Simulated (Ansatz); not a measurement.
# How fast states decay through AsPbBrO2, part 2 of 4

Aim: relax a made-up compound, AsPbBrO2, and see how good a tunnel barrier it would be. It is built by putting As for Bi in the BiPbBrO2 structure of space group I4mm, with the volume rescaled by atomic radii. The parent structure comes from the Materials Project.

Ansatz 0.2.0; PBE DFT, plane waves, PAW files (the session's first sound run).

So far. Step 2 (Cell and atoms at rest): The largest force component on a free atom ends at 0.0065 eV/Å.

The structure was built from a prototype and need not be the compound's stable phase.

**3. Band edges**

The energy window and the wavevectors of the next steps follow from the band edges, so these are searched first, off the mesh as well.

The input, input.yaml:

```yaml
crystal:
  lattice:
    - [-1.8928551836, 1.8928551836, 6.732096136]
    - [1.8928551836, -1.8928551836, 6.732096136]
    - [1.8928551836, 1.8928551836, -6.732096136]
  atoms:
    - { symbol: As, position: [0.3206988266, 0.3206988266, 0.0] }
    - { symbol: Pb, position: [0.6433640947, 0.6433640947, 0.0] }
    - { symbol: Br, position: [1.0087538889, 1.0087538889, 0.0] }
    - { symbol: O, position: [0.7635910949, 0.2635910949, 0.5] }
    - { symbol: O, position: [0.2635910949, 0.7635910949, 0.5] }
kpoints:
  mp_grid: { grid: [8, 8, 8] }
  band_path: { path: [VBM, CBM], npoints: 30 }
scf:
  occupations: { method: fixed }
hamiltonian:
  xc: pbe
output:
  eigenvalues: true
  write_potential: true
  write_density: true
  volumetric_format: npy
  elf: true
```

Command:

```console
$ ansatz run input.yaml --threads 2 --pin off --max-ram 4096MiB --backend cpu --events-out ev --progress --plain --runs-dir out
```

Numbers of over 12 decimals in the logs are rounded to 6 here.

What it wrote:

```text
[...]
Crystal: 5 atoms, lattice volume = 96.482 Å³
Basis set: ecut = 420 eV, 1883 PW (Γ), FFT grids on a1−a2, a2, a1+a3
Bands: 29, of which v1, the nominal top of the filled ones, is band 24 counted from 1 (23 counted from 0)
Symmetry: 8 space group operations
[...]
k-points: 59 of 512 (time reversal used)
[...]
SCF iter   1: F=—  HF=-20680.286766 eV  |F-HF|=—  |Δ(HF+E_count)|=         —  Δρ=2.92e-3  dr2=1.15e-2  ethr=1.77e-3  ⟨swp⟩=5.1  Hψ=6780  notcnv=0  defer=170
[...]
SCF iter   7: F=-20680.284446 eV  HF=-20680.284446 eV  |F-HF|=6.27e-8  |Δ(HF+E_count)|=   9.09e-7  Δρ=7.01e-6  dr2=5.13e-8  ethr=2.08e-10  ⟨swp⟩=8.3  Hψ=8062  notcnv=0
SCF 1 converged in 7 iterations: F = -20680.284446 eV  dr2 = 5.13e-8
[...]
NSCF: frozen V_eff on 30 k-points
[...]
SCF converged after 7 iterations
Free energy (F): -20680.284446 eV
[...]
Internal energy: -20680.284446 eV  (E = F + TS)
E sigma→0 (E₀):  -20680.284446 eV
Fermi energy:    6.939536 eV
[...]
--- Band table (eV; the first three rows and the last of 59) ---
  k-point 0: bands = [... 20 lower, 5.4308, 5.5236, 6.0331, 6.0331, 8.6894, 11.1562, 12.3631, 12.3631, ... 1 higher]
  k-point 1: bands = [... 20 lower, 5.5648, 5.7055, 5.8594, 6.6492, 8.5611, 11.4139, 11.8084, 12.4763, ... 1 higher]
  k-point 2: bands = [... 20 lower, 5.3701, 5.9296, 5.9414, 6.6667, 8.8443, 10.8966, 11.2530, 12.6685, ... 1 higher]
  k-point 58: bands = [... 20 lower, 5.4222, 6.1145, 6.1145, 6.4007, 7.8569, 11.4779, 11.7867, 11.7867, ... 1 higher]
```

The job ended after 20 s (2 threads of Arm Neoverse V2, shared host; peak memory 0.42 GiB; 39 s of CPU time).

The column dr2 measures how far the density is from self-consistency, as an energy; F and HF (Harris–Foulkes) agree once it is small.

Numbers from this step:

```yaml
fermi_energy: 6.940 eV
gap_on_the_k_mesh: 0.9174 eV
gap_on_path: 0.9041 eV, by band count; negative where bands overlap
direct_gap_on_path: 1.301 eV
edge_places_on_path: 0, 1.822 1/A along the path
```

Electronic bands along the path, in eV, zero at the Fermi level (highest filled level under fixed occupations); v1 is the highest filled band, c1 the lowest empty one:

```
  point     v4     v3     v2     v1    c1    c2    c3    c4
    VBM  -2.16  -0.89  -0.59   0.01  2.51  4.04  5.19  5.66
halfway  -1.61  -1.27  -1.01  -0.63  3.30  3.81  4.45  5.49
    CBM  -1.52  -0.82  -0.82  -0.54  0.92  4.54  4.85  4.85
```

Electrostatic potential energy in the ab plane of the cell as run, not the conventional one, at fractional z = 1.000, with atoms of As and Pb and Br within 0.2 Å of it. With pseudopotentials it is smooth inside the atoms' cores, unlike the true potential.

Ten even steps from '0' (-49 eV) to '9' (13 eV), each cell a mean:
```
00069999999999999971
20048999889999999997
84358999877899999999
99888999753478999999
99999999842235899999
99999999862332589999
99999999984354258999
99999999997335337999
99889999999633324899
99877899999974223799
99766679999998645789
99867877899999887889
99867997799999999999
99986899779999999999
99997689868999999999
99999767767999998889
89999986667899998546
48999998878899998300
03899999999999999400
00489999999999999820
```
Columns run along a (7.2 Å; values clipped at the 3rd and 97th percentile), rows up along b (7.2 Å). Atoms in or near the plane, at fractional coordinates: As at (0.32, 0.32), Pb at (0.64, 0.64), Br at (0.01, 0.01).

Valence density in the ab plane of the cell as run, not the conventional one, at fractional z = 1.000, with atoms of As and Pb and Br within 0.2 Å of it. It is the smooth field of the valence electrons, not physical close to the nuclei.

Ten steps, logarithmic in the rise over the least value, from '0' (0 e/Å³) to '9' (27 e/Å³), each cell a mean:
```
22321000000000000123
33332100010000000012
23332100111100000001
01222101123321000000
00111100135542100000
00000000125665310000
00000000014677521000
00000000002467642000
00010000000246653100
01111100000024553100
01124321000001232110
00136753100000111100
00125996310000001000
00013799520000000000
00001479731000011110
00000135641000012221
10000012321100012332
32100001111000012333
23200000011000001332
12310000000000000232
```
Columns run along a (7.2 Å), rows up along b (7.2 Å). Atoms in or near the plane, at fractional coordinates: As at (0.32, 0.32), Pb at (0.64, 0.64), Br at (0.01, 0.01).

ELF in the ab plane of the cell as run, not the conventional one, at fractional z = 1.000, with atoms of As and Pb and Br within 0.2 Å of it. It is the smooth field of the valence electrons, not physical close to the nuclei.

Ten even steps from '_' (0.01) to '@' (0.86), each cell a mean:
```
..__**@@##::____________________--##@@##
##==**@@@@==....::....____________--%%@@
@@@@@@@@@@**::::------::..__________--##
##@@@@@@@@##::::========--..__________--
::++##%%%%**--..--++--::----..__________
____::==++++::..--++--____::==..________
________..::..__..====..____::--..______
____..::..________::++==..____----..____
__..::==++==::______--++==..__::==..____
__..--++%%%%##==____..--++==----==--..__
__..--++##%%@@@@++..__..::========--..__
__..::==++++%%@@@@++______..----==--::__
____::====--++##@@@@--______..::::::..__
____..--==--==++%%@@##..__..::----::..__
..____..--==----++%%%%==__..++**##**==--
++::____..--====++##%%++....++%%@@@@@@##
%%**::____..--====++++==::__==%%@@@@@@@@
%%@@**::____..::::----::..__::##@@@@****
--%%@@**::______........______++@@@@==..
__--@@%%++..__________________..##@@##..
```
Columns run along a (7.2 Å), rows up along b (7.2 Å). Atoms in or near the plane, at fractional coordinates: As at (0.32, 0.32), Pb at (0.64, 0.64), Br at (0.01, 0.01).

The searched edges give 0.904 eV, against 0.917 eV on the mesh.

**4. Complex bands, plane (110), k-mesh 8×8×8**

This step: PBE DFT, plane waves, PAW files; complex bands by layer matching along the plane's normal (Ansatz 0.2.0).

The same crystal is laid in a cell whose first two vectors span the (110) plane (indices of the standard conventional cell, whose axes can be ordered otherwise than in the bulk input). At fixed energy and wavevector in the plane the solver finds all kz, real and complex. A few wavevectors are listed, (0, 0) and (0, -0.5) in units of the plane's reciprocal vectors; the slowest state needn't be among them.

The input, input.yaml:

```yaml
crystal:
  lattice:
    - [5.353802945, 0.0, 0.0]
    - [2.676901472, 6.732096136, 0.0]
    - [2.676901472, 0.0, 2.676901472]
  atoms:
    - { symbol: As, position: [0.6793011734, 0.6413976532, 0.0] }
    - { symbol: Pb, position: [0.3566359053, 0.2867281894, 0.0] }
    - { symbol: Br, position: [0.9912461111, 0.0175077778, 0.0] }
    - { symbol: O, position: [0.7364089051, 0.5271821898, 0.5] }
    - { symbol: O, position: [0.2364089051, 0.5271821898, 0.5] }
kpoints:
  mp_grid: { grid: [8, 8, 8] }
scf:
  occupations: { method: fixed }
hamiltonian:
  xc: pbe
output:
  eigenvalues: true
  transmission:
    leads: [[0, 0]]
    kpoints: [[0.0, 0.0], [0.0, -0.5]]
    e_range: [-1.0, 1.9]
    de: 0.06
```

What it wrote:

```text
[...]
Crystal: 5 atoms, lattice volume = 96.482 Å³
Basis set: ecut = 420 eV, 1883 PW (Γ)
Bands: 29, of which v1, the nominal top of the filled ones, is band 24 counted from 1 (23 counted from 0)
Symmetry: 8 space group operations
[...]
k-points: 59 of 512 (time reversal used)
[...]
SCF iter   1: F=—  HF=-20680.286781 eV  |F-HF|=—  |Δ(HF+E_count)|=         —  Δρ=2.92e-3  dr2=1.15e-2  ethr=1.77e-3  ⟨swp⟩=5.1  Hψ=6776  notcnv=0  defer=171
[...]
SCF iter   7: F=-20680.284446 eV  HF=-20680.284446 eV  |F-HF|=6.29e-8  |Δ(HF+E_count)|=   8.99e-7  Δρ=7.05e-6  dr2=5.21e-8  ethr=2.08e-10  ⟨swp⟩=8.4  Hψ=8056  notcnv=0
SCF 1 converged in 7 iterations: F = -20680.284446 eV  dr2 = 5.21e-8
[...]
transmission: 5 of 10 steps passed
transmission: 10 of 10 steps passed
SCF converged after 7 iterations
Free energy (F): -20680.284446 eV
[...]
Internal energy: -20680.284446 eV  (E = F + TS)
E sigma→0 (E₀):  -20680.284446 eV
Fermi energy:    6.939536 eV
[...]
--- Band table (eV; the first three rows and the last of 59) ---
  k-point 0: bands = [... 20 lower, 5.4308, 5.5236, 6.0331, 6.0331, 8.6894, 11.1562, 12.3631, 12.3631, ... 1 higher]
  k-point 1: bands = [... 20 lower, 5.5648, 5.7055, 5.8594, 6.6492, 8.5611, 11.4139, 11.8084, 12.4763, ... 1 higher]
  k-point 2: bands = [... 20 lower, 5.3701, 5.9296, 5.9414, 6.6667, 8.8443, 10.8966, 11.2530, 12.6685, ... 1 higher]
  k-point 58: bands = [... 20 lower, 5.0465, 5.9897, 6.4034, 6.7682, 10.3203, 10.5091, 11.9519, 12.7279, ... 1 higher]
--- Transmission ---
  basis      : 315 plane waves across, 5 finite elements along
  points     : 2, as listed
  energies   : 49 from -1.000000 to 1.880000 eV about the Fermi level, 0.060000 eV apart; the leads are filled to 0.458694 eV, and channels, transmission and decay are at 0.440000 eV
  crystal 0  : As1Pb1Br1O2, at the sites [0, 0], period 2.6769 Å: whole cells are its period
    offset         : up to 0.0000 Å between an atom of the period and one for which it stands
    channels       : 0.000000e0 a spin
    conductance    : none, the energies end too early or step too widely for 300 K: set another output.transmission.e_range or a lower de, or, where they end at an eighth of basis.ecutwfc, a higher one
    slowest decay  : 0.1957 /Å at (0.0000, -0.5000)
```

Run time: 72 s. Hardware: 2 threads; peak memory 0.85 GiB; 2.1 min of CPU time.

Numbers from this step:

```yaml
level_to_which_the_leads_are_filled: 0.4587 eV from the Fermi level
decay_constant_at_the_filling_level_zone_centre: 0.2087 Å⁻¹
decay_constant_at_the_filling_level_slowest_listed_point: 0.1957 Å⁻¹
```

K parallel (0, 0); values up to 1.5 1/Å, a degenerate pair printed once or twice; energies at which all values exceed this have no row. The Im kz of the slowest decaying states by energy, zero at the highest filled level on the SCF mesh:

```
energy (eV)  decay 1 (Å⁻¹)  decay 2 (Å⁻¹)  decay 3 (Å⁻¹)  decay 4 (Å⁻¹)
     -1.000         0.0788          0.242          0.359          0.488
     -0.820          0.150          0.183          0.266          0.417
     -0.580          0.215          0.294          0.330          0.506
     -0.400          0.242          0.311          0.392          0.549
     -0.220          0.149          0.260          0.325          0.437
      0.020          0.113          0.216          0.273          0.340
      0.200          0.170          0.243          0.279          0.348
      0.380          0.201          0.259          0.284          0.355
      0.620          0.224          0.272          0.287          0.361
      0.800          0.230          0.276          0.287          0.363
      0.980          0.227          0.277          0.285          0.363
      1.220          0.208          0.271          0.277          0.360
      1.400          0.174          0.263          0.267          0.354
      1.580         0.0829          0.250          0.255          0.344
      1.820          0.173          0.224          0.240          0.311
```

K parallel (0, -0.5); values up to 1.5 1/Å, a degenerate pair printed once or twice; energies at which all values exceed this have no row. The Im kz of the slowest decaying states by energy, zero at the highest filled level on the SCF mesh:

```
energy (eV)  decay 1 (Å⁻¹)  decay 2 (Å⁻¹)  decay 3 (Å⁻¹)  decay 4 (Å⁻¹)
      -1.00          0.105          0.225          0.270          0.367
      -0.88          0.145          0.250          0.285          0.403
      -0.76          0.041          0.134          0.167          0.270
      -0.64         0.0474          0.180          0.218          0.285
      -0.52          0.186          0.271          0.298          0.318
      -0.40          0.184          0.308          0.312          0.327
      -0.28          0.128          0.173          0.316          0.334
      -0.22          0.162          0.162          0.320          0.338
      -0.10          0.156          0.207          0.325          0.343
       0.02          0.111          0.189          0.237          0.329
       0.14          0.147          0.211          0.259          0.332
       0.26          0.171          0.225          0.276          0.333
       0.38          0.188          0.234          0.289          0.334
       0.50          0.202          0.239          0.299          0.333
       0.62          0.213          0.239          0.308          0.331
       0.74          0.223          0.233          0.315          0.328
       0.86          0.231          0.237          0.262          0.321
       0.98          0.238          0.318          0.320          0.325
       1.10          0.246          0.312          0.328          0.342
       1.16          0.250          0.308          0.329          0.349
       1.28          0.260          0.300          0.331          0.362
       1.40          0.272          0.290          0.332          0.371
       1.52          0.278          0.286          0.332          0.379
       1.64          0.265          0.299          0.331          0.384
       1.76          0.249          0.313          0.329          0.389
       1.88          0.230          0.325          0.326          0.392
```

K parallel (0, -0.5). Table of Re kz of states that move upwards by energy, zero at the highest filled level on the SCF mesh:

```
energy (eV)  channel 1 (Å⁻¹)  channel 2 (Å⁻¹)  channel 3 (Å⁻¹)  channel 4 (Å⁻¹)
      -1.00           -0.782           -0.248          -0.0984            0.554
      -0.88           -0.757           -0.128          -0.0466            0.674
      -0.70           -0.718            0.826                -                -
      -0.58           -0.690            0.920                -                -
      -0.40           -0.643           0.0918             1.08                -
      -0.28           -0.605            0.157                -                -
      -0.16           -0.552            0.282                -                -
       0.02                -                -                -                -
       0.14                -                -                -                -
       0.32                -                -                -                -
       0.44                -                -                -                -
       0.56                -                -                -                -
       0.74                -                -                -                -
       0.86                -                -                -                -
       1.04            0.213                -                -                -
       1.16            0.290                -                -                -
       1.28            0.353                -                -                -
       1.46            0.433                -                -                -
       1.58            0.477                -                -                -
       1.76            0.532                -                -                -
       1.88            0.563                -                -                -
```

At the listed wavevectors the last open channel is at -0.10 eV and the next at +0.92 eV on the grid. At +0.44 eV, the grid energy nearest the filling level (the middle of the gap on the SCF mesh), the slowest state at the listed wavevectors decays with κ = 0.196 Å⁻¹, its amplitude falling by e over 5.1 Å. Through 1 nm of this crystal that state's transmission falls by exp(−2 × 0.196 Å⁻¹ × 10 Å) = 0.020.

**5. Decay over the two-dimensional zone**

The listed points could miss the slowest state, so one energy near mid-gap is solved on a mesh of 8×4.

Changes to input.yaml since step 4:

```diff
@@ -19,6 +19,2 @@
   eigenvalues: true
-  transmission:
-    leads: [[0, 0]]
-    kpoints: [[0.0, 0.0], [0.0, -0.5]]
-    e_range: [-1.0, 1.9]
-    de: 0.06
+  transmission: { leads: [[0, 0]], kmesh: [8, 4], e_range: [0.45, 0.46], de: 0.05 }
```

What it wrote:

```text
[...]
Crystal: 5 atoms, lattice volume = 96.482 Å³
Basis set: ecut = 420 eV, 1883 PW (Γ)
Bands: 29, of which v1, the nominal top of the filled ones, is band 24 counted from 1 (23 counted from 0)
Symmetry: 8 space group operations
[...]
k-points: 59 of 512 (time reversal used)
[...]
SCF iter   1: F=—  HF=-20680.286781 eV  |F-HF|=—  |Δ(HF+E_count)|=         —  Δρ=2.92e-3  dr2=1.15e-2  ethr=1.77e-3  ⟨swp⟩=5.1  Hψ=6776  notcnv=0  defer=171
[...]
SCF iter   7: F=-20680.284446 eV  HF=-20680.284446 eV  |F-HF|=6.29e-8  |Δ(HF+E_count)|=   8.99e-7  Δρ=7.05e-6  dr2=5.21e-8  ethr=2.08e-10  ⟨swp⟩=8.4  Hψ=8056  notcnv=0
SCF 1 converged in 7 iterations: F = -20680.284446 eV  dr2 = 5.21e-8
[...]
transmission: 16 of 72 steps passed
transmission: 32 of 72 steps passed
[...]
transmission: 72 of 72 steps passed
SCF converged after 7 iterations
Free energy (F): -20680.284446 eV
[...]
Internal energy: -20680.284446 eV  (E = F + TS)
E sigma→0 (E₀):  -20680.284446 eV
Fermi energy:    6.939536 eV
[...]
--- Band table (eV; the first three rows and the last of 59) ---
  k-point 0: bands = [... 20 lower, 5.4308, 5.5236, 6.0331, 6.0331, 8.6894, 11.1562, 12.3631, 12.3631, ... 1 higher]
  k-point 1: bands = [... 20 lower, 5.5648, 5.7055, 5.8594, 6.6492, 8.5611, 11.4139, 11.8084, 12.4763, ... 1 higher]
  k-point 2: bands = [... 20 lower, 5.3701, 5.9296, 5.9414, 6.6667, 8.8443, 10.8966, 11.2530, 12.6685, ... 1 higher]
  k-point 58: bands = [... 20 lower, 5.0465, 5.9897, 6.4034, 6.7682, 10.3203, 10.5091, 11.9519, 12.7279, ... 1 higher]
--- Transmission ---
  basis      : 315 plane waves across, 4 finite elements along
  points     : 18, standing for a mesh of 8 x 4
  energies   : 1 from 0.450000 to 0.450000 eV about the Fermi level; the leads are filled to 0.458694 eV, and channels, transmission and decay are at 0.450000 eV
[...]
channels       : 0.000000e0 a spin
    conductance    : none, crystal 0 has no channel at the energies, or these end too early or step too widely for 300 K: set another output.transmission.e_range or a lower de, or, where they end at an eighth of basis.ecutwfc, a higher one
    slowest decay  : 0.1968 /Å at (0.0000, 0.5000)
```

Wall time 45 s (2 threads); peak memory 0.95 GiB; 90 s of CPU time.

This step gave:

```
least decay constant on the mesh : 0.1968 Å⁻¹
```

Slowest decay constant (1/Å; 0 where a channel is open) over k1 and k2. At 0.4500 eV from the Fermi level.

Ten even steps from '_' (0.197) to '@' (0.282):
```
%%**==--==**@@@@
%%@@@@--..--@@@@
%%@@@@**==--==**
%%%%==..__..==%%
```
Columns: k1 (b1) from -0.5 to 0.375; rows upwards: k2 (b2) from -0.5 to 0.25.

The least value on the mesh is 0.197 Å⁻¹ at +0.45 eV. At that energy the listed points give about 0.197 Å⁻¹ by interpolation, so the mesh holds no clearly slower state.

(Continued in part 3 of 4.)

[Logs are printed without paths, hosts, clocks, repeated set-up lines and the standing remarks that a program may print on its own settings, such as how far it seeks lower states.]

[Hosts, paths, dates, database ids (printed as entryN), source tags and the programs' standing remarks are cut or masked in the printed files.]
